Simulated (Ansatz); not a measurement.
# Ca on Ru(0001): change of the work function, part 2 of 2

How does one ordered layer of Ca (fcc site) change the work function of Ru(0001), and what dipole does each adsorbate carry?

Ansatz 0.2.0; plane-wave DFT, PBE, Ansatz PAW.

So far, work function, upper face (eV): step 2 (the clean slab) 5.05.

## Step 3: The covered slab

System of this step: Ca/Ru(0001). The cell holds 17 atoms: 16 Ru and 1 Ca. Cell: a = 5.400 Å, b = 5.400 Å, c = 27.309 Å, α = 90.0°, β = 90.0°, γ = 60.0°. Vacuum lies along c.

The clean slab as it ended is repeated in the plane and the adsorbate is set on one face; the cell's size fixes the coverage, and the k-mesh shrinks with it to keep the sampling density about even. Adsorbate and upper layers relax, since the dipole depends on the height.

File input.yaml:

```yaml
crystal:
  lattice:
    - [5.4, 0.0, 0.0]
    - [2.7, 4.6765371804, 0.0]
    - [0.0, 0.0, 27.3087354048]
  atoms:
    - { symbol: Ru, position: [0.3333333333, 0.3333333333, 0.3295648761] }
    - { symbol: Ru, position: [0.0, 0.0, 0.4078694907] }
    - { symbol: Ru, position: [0.3333333333, 0.3333333333, 0.4868840888] }
    - { symbol: Ru, position: [0.0, 0.0, 0.5632376245] }
    - { symbol: Ru, position: [0.3333333333, 0.8333333333, 0.3295648761] }
    - { symbol: Ru, position: [0.0, 0.5, 0.4078694907] }
    - { symbol: Ru, position: [0.3333333333, 0.8333333333, 0.4868840888] }
    - { symbol: Ru, position: [0.0, 0.5, 0.5632376245] }
    - { symbol: Ru, position: [0.8333333333, 0.3333333333, 0.3295648761] }
    - { symbol: Ru, position: [0.5, 0.0, 0.4078694907] }
    - { symbol: Ru, position: [0.8333333333, 0.3333333333, 0.4868840888] }
    - { symbol: Ru, position: [0.5, 0.0, 0.5632376245] }
    - { symbol: Ru, position: [0.8333333333, 0.8333333333, 0.3295648761] }
    - { symbol: Ru, position: [0.5, 0.5, 0.4078694907] }
    - { symbol: Ru, position: [0.8333333333, 0.8333333333, 0.4868840888] }
    - { symbol: Ru, position: [0.5, 0.5, 0.5632376245] }
    - { symbol: Ca, position: [0.1666666667, 0.1666666667, 0.6704351239] }
kpoints:
  mp_grid: { grid: [6, 6, 1] }
hamiltonian:
  xc: pbe
scf:
  occupations: { method: fermi_dirac, width: 0.1 }
  convergence: { dr2_threshold: 1.0e-08 }
efield:
  axis: 3
  dipole_correction: true
  ramp_position: 0.97
  ramp_width: 0.06
relax:
  f_tol: 0.02
  max_steps: 60
  constraints: [{ sites: [0, 1, 4, 5, 8, 9, 12, 13] }]
output:
  dos: { projected: true, e_range: [-8, 4] }
  write_potential: true
  write_density: true
  volumetric_format: npy
  elf: true
```

On the command line:

```
ansatz run input.yaml --threads 4 --pin off --max-ram 6144MiB --backend cpu --events-out ev --progress --plain --runs-dir out
```

Standard output:

```text
[...]
Crystal: 17 atoms, lattice volume = 689.636 Å³
Basis set: ecut = 420 eV, 13381 PW (Γ), exchange–correlation on 80×80×384 points (8 copies of the dense FFT grid, shifted against one another)
Bands: 160, of which v1, the nominal top of the filled ones, is band 133 counted from 1 (132 counted from 0)
Symmetry: 6 space group operations
[...]
k-points: 7 of 36 (time reversal used)
[...]
SCF iter   1: F=—  HF=-95869.276107 eV  |F-HF|=—  |Δ(HF+E_count)|=         —  Δρ=1.64e-2  dr2=5.62e1  ethr=1.77e-3  p=0.453 e·Å  D=1.19e-1 V/Å  ΔV_dip=-3.24 eV  dr2_dipole=3.22e1  V_vac-E_F(+/−)=1.71/4.95 eV  ⟨swp⟩=9.3  Hψ=5320  notcnv=0
[...]
SCF iter  13: F=-95868.534173 eV  HF=-95868.534173 eV  |F-HF|=4.35e-9  |Δ(HF+E_count)|=   3.66e-8  Δρ=4.02e-7  dr2=3.27e-9  ethr=3.76e-12  p=0.320 e·Å  D=8.38e-2 V/Å  ΔV_dip=-2.29 eV  dr2_dipole=4.18e-10  V_vac-E_F(+/−)=2.80/5.09 eV  ⟨swp⟩=11.9  Hψ=8220  notcnv=0
SCF 1 converged in 13 iterations: F = -95868.534173 eV  dr2 = 3.27e-9
[...]
relax step   1: F+E_penalty+E_count = -95868.53417306 eV  Δ(F+E_penalty+E_count) = +0.000e0 eV  max|allowed force component| = 1.332e0 eV/Å  Δτ_max = 0.0000 Å  (13 SCF iters, accepted)
[...]
SCF iter   1: F=—  HF=-95868.822676 eV  |F-HF|=—  |Δ(HF+E_count)|=         —  Δρ=3.64e-3  dr2=6.66e-1  ethr=2.01e-4  p=0.320 e·Å  D=8.38e-2 V/Å  ΔV_dip=-2.29 eV  dr2_dipole=3.56e-2  V_vac-E_F(+/−)=2.81/5.10 eV  ⟨swp⟩=1.9  Hψ=4129  notcnv=0
[...]
eigensolver tolerance schedule calibrated: the retry pair's looser diagonalisation under-reported the residual by θ = 0.20 (0.17/decade); ethr = c·dr2/N_el runs at the constant in force after the calibration composes with the one it found (an armed cap, an earlier calibration), c = 3.6e-2
[...]
SCF iter   2: F=—  HF=-95868.794678 eV  |F-HF|=—  |Δ(HF+E_count)|=   2.80e-2  Δρ=1.79e-3  dr2=5.59e-2  ethr=9.03e-5  p=0.349 e·Å  D=9.15e-2 V/Å  ΔV_dip=-2.50 eV  dr2_dipole=1.47e-3  V_vac-E_F(+/−)=2.59/5.09 eV  ⟨swp⟩=3.3  Hψ=1957  notcnv=0
[...]
SCF iter  11: F=-95868.789663 eV  HF=-95868.789663 eV  |F-HF|=1.29e-8  |Δ(HF+E_count)|=   3.85e-8  Δρ=5.22e-7  dr2=6.39e-9  ethr=1.36e-12  p=0.352 e·Å  D=9.23e-2 V/Å  ΔV_dip=-2.52 eV  dr2_dipole=1.44e-10  V_vac-E_F(+/−)=2.56/5.09 eV  ⟨swp⟩=11.4  Hψ=8190  notcnv=0
SCF 2 converged in 11 iterations: F = -95868.789663 eV  dr2 = 6.39e-9
relax step   2: F+E_penalty+E_count = -95868.78966344 eV  Δ(F+E_penalty+E_count) = -2.555e-1 eV  max|allowed force component| = 1.095e0 eV/Å  Δτ_max = 0.1962 Å  (11 SCF iters, accepted)
SCF iter   1: F=—  HF=-95869.015763 eV  |F-HF|=—  |Δ(HF+E_count)|=         —  Δρ=5.28e-3  dr2=1.72e0  ethr=2.48e-3  p=0.352 e·Å  D=9.23e-2 V/Å  ΔV_dip=-2.52 eV  dr2_dipole=3.10e-1  V_vac-E_F(+/−)=2.59/5.11 eV  ⟨swp⟩=8.0  Hψ=2926  notcnv=0
[...]
SCF iter  12: F=-95868.962987 eV  HF=-95868.962987 eV  |F-HF|=4.02e-9  |Δ(HF+E_count)|=   1.72e-8  Δρ=6.29e-7  dr2=7.17e-9  ethr=3.76e-12  p=0.394 e·Å  D=1.03e-1 V/Å  ΔV_dip=-2.82 eV  dr2_dipole=1.04e-10  V_vac-E_F(+/−)=2.26/5.08 eV  ⟨swp⟩=10.4  Hψ=7615  notcnv=0
SCF 3 converged in 12 iterations: F = -95868.962987 eV  dr2 = 7.17e-9
[...]
relax step   3: F+E_penalty+E_count = -95868.96298701 eV  Δ(F+E_penalty+E_count) = -1.733e-1 eV  max|allowed force component| = 5.051e-1 eV/Å  Δτ_max = 0.1949 Å  (12 SCF iters, accepted)
[...]
relax step   4: F+E_penalty+E_count = -95869.00704397 eV  Δ(F+E_penalty+E_count) = -4.406e-2 eV  max|allowed force component| = 1.721e-1 eV/Å  Δτ_max = 0.1967 Å  (10 SCF iters, accepted)
SCF iter   1: F=—  HF=-95869.012142 eV  |F-HF|=—  |Δ(HF+E_count)|=         —  Δρ=9.66e-4  dr2=1.93e-2  ethr=8.32e-5  p=0.427 e·Å  D=1.12e-1 V/Å  ΔV_dip=-3.06 eV  dr2_dipole=7.63e-4  V_vac-E_F(+/−)=2.02/5.08 eV  ⟨swp⟩=4.1  Hψ=2246  notcnv=0
[...]
SCF iter   9: F=-95869.011928 eV  HF=-95869.011928 eV  |F-HF|=6.65e-9  |Δ(HF+E_count)|=   9.27e-9  Δρ=5.11e-7  dr2=4.46e-9  ethr=3.76e-12  p=0.423 e·Å  D=1.11e-1 V/Å  ΔV_dip=-3.03 eV  dr2_dipole=3.25e-10  V_vac-E_F(+/−)=2.06/5.09 eV  ⟨swp⟩=11.3  Hψ=8266  notcnv=0
SCF 5 converged in 9 iterations: F = -95869.011928 eV  dr2 = 4.46e-9
relax step   5: F+E_penalty+E_count = -95869.01192755 eV  Δ(F+E_penalty+E_count) = -4.884e-3 eV  max|allowed force component| = 1.317e-2 eV/Å  Δτ_max = 0.0352 Å  (9 SCF iters, accepted)
NSCF: frozen V_eff on 7 k-points
[...]
WARN: The output density's exchange-correlation potential varies sharply where the density is thin. Do not read a vacuum level from v_tot or v_xc, or from such a field of the output density. On a cell that repeats whose density bears no net charge and no dipole along the vacuum's axis use v_es (v_loc + v_h of the components); under efield.dipole_correction with no amplitude use v_es + v_field, which holds any externa [...]
SCF converged after 9 iterations
Free energy (F): -95869.011928 eV
[...]
Internal energy: -95868.354541 eV  (E = F + TS)
E sigma→0 (E₀):  -95868.683234 eV
Entropy (-TS):   -0.657387 eV (-38.670 meV/atom)
Fermi energy:    5.544871 eV
Dipole field:    D = 0.110914 V/Å  (p = 0.422714 e·Å, saw-weighted, corrected)
Work function:   Φ+ = 2.0577 eV   Φ− = 5.0867 eV
[...]
--- Forces (eV/Å), atoms counted from 1 ---
  atom   1  Ru     0.01490757     0.00860689     0.43505865
  atom   2  Ru     0.11918069     0.06880901    -0.41129992
  atom   3  Ru    -0.00674825    -0.00389610    -0.00653981
  atom   4  Ru     0.00514802     0.00297221    -0.00332499
  atom   5  Ru    -0.00000000    -0.01721378     0.43505865
  atom   6  Ru     0.00000000    -0.13761801    -0.41129992
  atom   7  Ru     0.00000000     0.00779220    -0.00653981
  atom   8  Ru    -0.00000000    -0.00594443    -0.00332499
  atom   9  Ru    -0.01490757     0.00860689     0.43505865
  atom  10  Ru    -0.11918069     0.06880901    -0.41129992
  atom  11  Ru     0.00674825    -0.00389610    -0.00653981
  atom  12  Ru    -0.00514802     0.00297221    -0.00332499
  atom  13  Ru    -0.00000000     0.00000000     0.38492486
  atom  14  Ru     0.00000000    -0.00000000    -0.45125377
  atom  15  Ru    -0.00000000     0.00000000     0.00056409
  atom  16  Ru    -0.00000000     0.00000000     0.01090371
  atom  17  Ca     0.00000000     0.00000000     0.01316811
  max |Σ_I F_I| component: 1.12e-5 eV/Å
--- Band table (eV; the first three rows and the last of 7) ---
  k-point 0: bands = [... 129 lower, 5.7115, 5.8633, 6.3145, 6.3145, 6.5102, 6.5300, 6.5448, 6.5448, ... 23 higher]
  k-point 1: bands = [... 129 lower, 5.6477, 5.6974, 5.9803, 6.0619, 6.0737, 6.1894, 6.2116, 6.3722, ... 23 higher]
  k-point 2: bands = [... 129 lower, 5.1908, 5.2087, 5.2685, 5.5176, 5.6311, 5.7351, 5.8166, 5.8702, ... 23 higher]
  k-point 6: bands = [... 129 lower, 4.9698, 5.0365, 5.1697, 5.1777, 5.1792, 5.6873, 5.7524, 5.8062, ... 23 higher]
--- Relaxed structure (5 steps of the walk, 5 accepted, 0 SCFs on fresh bases) ---
  F+E_penalty+E_count = -95869.01192755 eV   max|allowed force component| = 1.317e-2 eV/Å
  atoms:
    - { symbol: Ru, position: [0.333333, 0.333333, 0.329565] }
    - { symbol: Ru, position: [2.666712e-17, 2.666712e-17, 0.407869] }
    - { symbol: Ru, position: [0.334165, 0.334165, 0.486895] }
    - { symbol: Ru, position: [-0.00474524, -0.00474524, 0.563061] }
    - { symbol: Ru, position: [0.333333, 0.833333, 0.329565] }
    - { symbol: Ru, position: [8.326673e-17, 0.500000, 0.407869] }
    - { symbol: Ru, position: [0.334165, 0.831670, 0.486895] }
    - { symbol: Ru, position: [-0.00474524, 0.509490, 0.563061] }
    - { symbol: Ru, position: [0.833333, 0.333333, 0.329565] }
    - { symbol: Ru, position: [0.5, 2.666712e-17, 0.407869] }
    - { symbol: Ru, position: [0.831670, 0.334165, 0.486895] }
    - { symbol: Ru, position: [0.509490, -0.00474524, 0.563061] }
    - { symbol: Ru, position: [0.833333, 0.833333, 0.329565] }
    - { symbol: Ru, position: [0.5, 0.500000, 0.407869] }
    - { symbol: Ru, position: [0.833333, 0.833333, 0.485137] }
    - { symbol: Ru, position: [0.5, 0.500000, 0.565123] }
    - { symbol: Ca, position: [0.166667, 0.166667, 0.650195] }
```

Wall time 84 s (4 threads of Intel Xeon Platinum 8488C (Sapphire Rapids), shared host); peak memory 2.8 GiB.

Step by step:

```tsv
step	energy less that of the first step (eV)	largest force component (eV/Å)
1	0.0000	1.3325
2	-0.2555	1.0950
3	-0.4288	0.5051
4	-0.4729	0.1721
5	-0.4778	0.0132
```

Forces are held to the 6 operations that the program found; a distortion that breaks them can't arise in this run.

The atoms that moved most (Å):

```tsv
atom	dx	dy	dz	length
Ca17	0.000	0.000	-0.553	0.553
Ru16	0.000	0.000	0.051	0.051
Ru15	0.000	0.000	-0.048	0.048
Ru12	0.038	-0.022	-0.005	0.045
Ru8	0.000	0.044	-0.005	0.045
Ru4	-0.038	-0.022	-0.005	0.045
Ru7	0.000	-0.008	0.000	0.008
Ru3	0.007	0.004	0.000	0.008
```

The relaxed structure:

```cif
data_structure
_symmetry_space_group_name_H-M 'P 1'
_symmetry_Int_Tables_number 1
_cell_length_a 5.4000
_cell_length_b 5.4000
_cell_length_c 27.3087
_cell_angle_alpha 90.000
_cell_angle_beta 90.000
_cell_angle_gamma 60.000
_cell_volume 689.64
loop_
_atom_site_label
_atom_site_type_symbol
_atom_site_fract_x
_atom_site_fract_y
_atom_site_fract_z
_atom_site_occupancy
Ru1 Ru 0.33333 0.33333 0.32956 1
Ru2 Ru 0.00000 0.00000 0.40787 1
Ru3 Ru 0.33417 0.33417 0.48690 1
Ru4 Ru 0.99525 0.99525 0.56306 1
Ru5 Ru 0.33333 0.83333 0.32956 1
Ru6 Ru 0.00000 0.50000 0.40787 1
Ru7 Ru 0.33417 0.83167 0.48690 1
Ru8 Ru 0.99525 0.50949 0.56306 1
Ru9 Ru 0.83333 0.33333 0.32956 1
Ru10 Ru 0.50000 0.00000 0.40787 1
Ru11 Ru 0.83167 0.33417 0.48690 1
Ru12 Ru 0.50949 0.99525 0.56306 1
Ru13 Ru 0.83333 0.83333 0.32956 1
Ru14 Ru 0.50000 0.50000 0.40787 1
Ru15 Ru 0.83333 0.83333 0.48514 1
Ru16 Ru 0.50000 0.50000 0.56512 1
Ca17 Ca 0.16667 0.16667 0.65019 1
```

Read from the output:

```
energy at zero smearing        : -95868.6832 eV
work function, upper face      : 2.058 eV
work function, lower face      : 5.087 eV
dipole along the normal        : 0.4227 e·Å
step between the vacuum levels : -3.029 eV
```

Running mean over 2.138 Å of the planar mean; the ramp of the sawtooth is left out. Electron's electrostatic potential energy less the Fermi level against z:

z (Å), electron's electrostatic potential energy less the Fermi level (eV) and a bar from the least value:
```
        4        5.1 ##############################
        5        5.1 ##############################
        6        5.0 ##############################
        7        4.0 ############################
        8       -6.2 #############
        9      -14.2 #
       10      -14.7 #
       11      -14.8 
       12      -14.8 #
       13      -14.9 
       14      -15.2 
       15      -14.7 #
       16      -11.9 #####
       17       -2.0 ####################
       18       -1.2 #####################
       19        0.2 #######################
       20        1.6 #########################
       21        2.0 #########################
       22        2.0 #########################
       23        2.1 ##########################
       24        2.1 ##########################
```

The density of states has structure finer than the step of the table below, so its rows give means over 0.25 eV. Peaks (eV: height): -5.260: 44.7, -3.130: 47.7, -2.860: 46.3, -1.950: 66.5, -1.620: 58.6, -0.600: 55.5, 1.440: 56.2.

Table of density of states by energy, zero at the Fermi level; means over each step:

```tsv
energy (eV)	density of states (states/eV a cell)
-7.75	0
-7.50	0.275
-7.25	0.865
-7.00	0.904
-6.75	1.01
-6.50	1.12
-6.25	1.95
-6.00	8.45
-5.75	17.8
-5.50	18.7
-5.25	24.8
-5.00	18.9
-4.75	15.3
-4.50	26.7
-4.25	23.3
-4.00	18.5
-3.75	19.5
-3.50	19.2
-3.25	13.9
-3.00	20.2
-2.75	27.5
-2.50	23.1
-2.25	26.6
-2.00	35.6
-1.75	25.1
-1.50	30.7
-1.25	21.4
-1.00	13.8
-0.75	14.8
-0.50	23.5
-0.25	17.9
0.00	19.8
0.25	21.4
0.50	18.6
0.75	21.4
1.00	29.9
1.25	25.3
1.50	28.4
1.75	15.7
```

Projected DOS per atom over height of the atomic layer and energy from the Fermi level. Layers: Ru4 Ru4 Ru4 Ru4 Ca from below.

Ten even steps from '_' (0.00 states/eV) to '@' (2.38 states/eV), each cell a mean:
```
====++==__
++####++__
##++==++::
++====++::
**----++..
**----**__
==----==..
%%++++##..
@@****@@..
**++++%%__
******##__
--======__
========__
++**++++__
++++++++__
--****==__
::##%%--__
__--==..__
__________
__________
__________
__________
```
Columns: height of the atomic layer (Å) from 9 to 17.8 (not evenly spaced); rows upwards: energy from the Fermi level (eV) from -7.96 to 1.84.

Electrostatic potential energy in the ca plane at fractional y = 0.000, with atoms of Ru within 0.2 Å of it. With pseudopotentials it is smooth inside the atoms' cores, unlike the true potential.

Ten even steps from '0' (-83 eV) to '9' (9 eV), each cell a mean:
```
99998400169999998300279999999999999999999999
88899754589988999643689999999999999999999999
76799988999876899988999999999999999999999999
76789999999866799999999999999999999999999999
87899876799887899866899999999999999999999999
99999621379999998411489999999999999999999999
99998400059999997200179999999999999999999999
99998500169999998300379999999999999999999999
88899754589988999755799988899999999999999999
76799988899876899988999987789999999999999999
76789999999866799999999877789999999999999999
87899876799987899877899988889999999999999999
99999621379999998522589999999999999999999999
99998400059999997200179999999999999999999999
```
Columns run along c (16.0 Å, from fractional 0.31 to 0.90 of the cell; values clipped at the 3rd and 97th percentile), rows up along a (5.4 Å). Atoms in or near the plane, at fractional coordinates: Ru at (0.41, 0.00), Ru at (0.56, 0.00), Ru at (0.41, 0.50), Ru at (0.56, 0.51).

Valence density in the ca plane at fractional y = 0.000, with atoms of Ru within 0.2 Å of it. It is the smooth field of the valence electrons, not physical close to the nuclei.

Ten steps, logarithmic in the rise over the least value, from '0' (0.00 × 1e0 e/Å³) to '9' (9.77 × 1e0 e/Å³), each cell a mean:
```
33334799863333335899852100000000000000000000
44433577643344334677631100000000000000000000
56533344333455433344321100000000000000000000
56543333333466533333321000000000000000000000
45433456533345433466531100000000000000000000
33333689853333334799742100000000000000000000
23334799963333335899852110000000000000000000
33334799863333334899852111100000000000000000
44433577643344333577532223210000000000000000
56533344333455433344322244421000000000000000
56543333333456533333322245421000000000000000
45433456533345433455432234320000000000000000
33333689853333334788742111110000000000000000
23334799963333335899852110000000000000000000
```
Columns run along c (16.0 Å, from fractional 0.31 to 0.90 of the cell), rows up along a (5.4 Å). Atoms in or near the plane, at fractional coordinates: Ru at (0.41, 0.00), Ru at (0.56, 0.00), Ru at (0.41, 0.50), Ru at (0.56, 0.51).

ELF in the ca plane at fractional y = 0.000, with atoms of Ru within 0.2 Å of it. It is the smooth field of the valence electrons, not physical close to the nuclei.

Values, 8 rows by 16 columns, each cell a mean:
```
0.28 0.29 0.57 0.39 0.27 0.27 0.52 0.48 0.24 0.19 0.14 0.14 0.06 0.01 0.00 0.00
0.39 0.26 0.29 0.28 0.35 0.27 0.30 0.30 0.27 0.25 0.15 0.08 0.03 0.01 0.00 0.00
0.33 0.26 0.36 0.29 0.31 0.26 0.34 0.32 0.26 0.25 0.16 0.09 0.04 0.01 0.00 0.00
0.30 0.31 0.55 0.42 0.28 0.28 0.52 0.51 0.24 0.13 0.12 0.17 0.08 0.02 0.00 0.00
0.27 0.29 0.57 0.39 0.27 0.28 0.50 0.48 0.18 0.14 0.06 0.24 0.16 0.03 0.01 0.00
0.39 0.27 0.29 0.27 0.33 0.28 0.27 0.31 0.24 0.66 0.12 0.27 0.23 0.05 0.01 0.00
0.33 0.26 0.36 0.29 0.30 0.27 0.32 0.32 0.21 0.52 0.10 0.27 0.21 0.05 0.01 0.00
0.30 0.31 0.54 0.42 0.28 0.28 0.51 0.51 0.20 0.07 0.07 0.23 0.13 0.03 0.00 0.00
```
Columns run along c (16.0 Å, from fractional 0.31 to 0.90 of the cell), rows up along a (5.4 Å). Atoms in or near the plane, at fractional coordinates: Ru at (0.41, 0.00), Ru at (0.56, 0.00), Ru at (0.41, 0.50), Ru at (0.56, 0.51).

The relaxation took 5 steps and lowered the energy by 0.48 eV; the largest force on the free atoms ends at 0.013 eV/Å.

By hand: a sheet of dipoles makes a step −p/(ε₀A) in the electron's potential. With e/ε₀ = 180.95 V·Å, p = 0.4227 e·Å and A = 25.25 Å², that is −180.95 × (0.4227) / 25.25 = -3.029 eV, and the two vacuum levels of the run differ by -3.029 eV.

The covered face has 2.06 eV, -2.99 eV against the clean one; the bare back face has moved by +0.01 eV, a measure of how thin the slab is.

## Step 4: Work function against coverage

This step: plane-wave DFT, PBE, Ansatz PAW; work function against coverage (Ansatz 0.2.0).

The runs are now put side by side.

This step gave:

* work function of the clean face: 5.046 eV
* largest change of the work function: -2.988 eV

Work function of the covered face against coverage:

```tsv
coverage (adsorbates/nm²)	work function of the covered face (eV)
0.00	5.05
3.96	2.06
```

The dipole per adsorbate comes from the change of the cell's dipole. Coverage, by row:

```tsv
coverage (1/nm²)	coverage (ML)	work function (eV)	change (eV)	dipole per adsorbate, positive end outwards (debye)	mean height of the added atoms over the highest substrate atom (Å)
3.96	0.25	2.058	-2.988	2.01	2.323
```

## Step 5: Summary of results

```
work function of the clean face                        : 5.05 eV
work function at 0.25 ML                               : 2.06 eV
dipole per adsorbate at 0.25 ML, positive end outwards : 2.01 D
```

**Reading.** Ca lowers the work function of Ru(0001) at the lowest coverage, by 2.99 eV: the adsorbate layer has its positive end outwards. One coverage alone was completed, so no trend follows. The slab has 4 layers, at the tabulated experimental lattice constant, one starting site was run, and quantum-size effects of a slab this thin can reach one or two tenths of an eV.

[Long decimals in the printed logs are rounded to 6 places.]

[Logs are printed without paths, hosts, clocks, repeated set-up lines and the standing remarks that a program may print on its own settings, such as how far it seeks lower states.]

[Hosts, paths, dates, database ids (printed as entryN), source tags and the programs' standing remarks are cut or masked in the printed files.]

[Maps of the electrostatic potential energy from Ansatz leave out the sawtooth potential of an applied field or a dipole correction, so their vacuum need not be flat; planar profiles and work functions include it.]
